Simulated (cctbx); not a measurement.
## Diagnosing a refinement

Cell a = 5.9240 Å, b = 11.0460 Å, c = 6.4680 Å, α = 90.00°, β = 101.86°, γ = 90.00°; space group P2_1/m (no. 11).

The data are simulated with cctbx, not measured: synchrotron X-rays, λ = 0.4959 Å, to d = 0.65 Å, 80 % of the full sphere, strongest reflection 20000 counts, noise from counting, a 1.5 % proportional error and a noise floor of 2 counts (s.d.); no absorption.

An anisotropic refinement with weights 1/σ² prints:

```text
Rint 0.019, 1633 unique reflections to 0.65 A
cycle     R1     wR2    GooF  max shift (A)
   1  0.1504  0.3684  15.320   0.00187
   2  0.0500  0.1421   5.908   0.00002
final R1 0.0501 wR2 0.1421 GooF 5.908  parameters 30  data/parameter 54.4
atom        x        y        z      Ueq    occ   su(xyz)  su(Uiso or U11)
Tm1    0.71315  0.97023  0.59231   0.0061  1.000  0.00012  0.0003
Bi1    0.60835  0.90642  0.95610   0.0106  1.000  0.00011  0.0003
Bi2    0.71790  0.25000  0.11236   0.0169  1.000  0.00019  0.0005
Bi3    0.99849  0.25000  0.65816   0.0208  1.000  0.00021  0.0005
difference map: max 16.00 min -14.89 rms 1.41
Q1    0.3252  0.0372  0.4178    4   16.16  0.24 A from Tm1
Q2    0.2707  0.7500  0.9010    2    5.67  0.12 A from Bi2
Q3    0.3789  0.0946  0.0485    4    3.31  0.09 A from Bi1
Q4    0.4358  0.0478  0.5680    4    2.89  1.23 A from Tm1
Q5    0.4824  0.0253  0.3629    4    2.49  1.25 A from Tm1
Q6    0.4939  0.0655  0.4404    4    2.21  1.26 A from Tm1
```

**Question.** Can this result stand? If not, what is the likely fault?

Mend it. The fault: elements exchanged: Bi3 is Tm and Tm1 is Bi. Against the right model at the same level, R1 goes from 0.0099 to 0.0501 and GooF from 0.93 to 5.91, U of Tm1 shrinks from 0.0138 to 0.0061 Å², U of Bi3 swells from 0.0117 to 0.0208 Å², the top difference peak, 16.2 e/Å³, lies on Tm1 and a hole of -14.9 e/Å³ opens. Bi3 has 14 electrons too many and its U swells to shed them, as expected; Tm1 has 14 electrons too few and its U shrinks to make up, as expected.

The compound is TmBi5. The right model at the same level gives:

```text
Rint 0.019, 1633 unique reflections to 0.65 A
cycle     R1     wR2    GooF  max shift (A)
   1  0.0324  0.0778   3.237   0.00059
   2  0.0099  0.0224   0.930   0.00000
final R1 0.0099 wR2 0.0224 GooF 0.930  parameters 30  data/parameter 54.4
atom        x        y        z      Ueq    occ   su(xyz)  su(Uiso or U11)
Bi1    0.71302  0.97019  0.59229   0.0138  1.000  0.00002  0.0000
Bi2    0.60852  0.90640  0.95610   0.0101  1.000  0.00002  0.0000
Bi3    0.71814  0.25000  0.11219   0.0162  1.000  0.00003  0.0001
Tm1    0.99868  0.25000  0.65808   0.0117  1.000  0.00003  0.0001
difference map: max 0.94 min -1.07 rms 0.24
Q1    0.2178  0.7500  0.2807    2    0.97  1.42 A from Tm1
Q2    0.1114  0.0413  0.1473    4    0.95  1.79 A from Bi1
Q3    0.2110  0.1322  0.4785    4    0.94  1.33 A from Bi1
Q4    0.0436  0.7500  0.9247    2    0.93  1.48 A from Bi3
Q5    0.0670  0.1547  0.1035    4    0.90  2.15 A from Bi2
Q6    0.1379  0.6722  0.3800    4    0.85  1.17 A from Tm1
```

The model is made up (kin elements in a known structure type, no relaxation), so it says nothing on whether the phase exists.

[Middle refinement cycles are left out of these outputs.]

[Logs are printed without paths, hosts, clocks, repeated set-up lines and the standing remarks that a program may print on its own settings, such as how far it seeks lower states.]
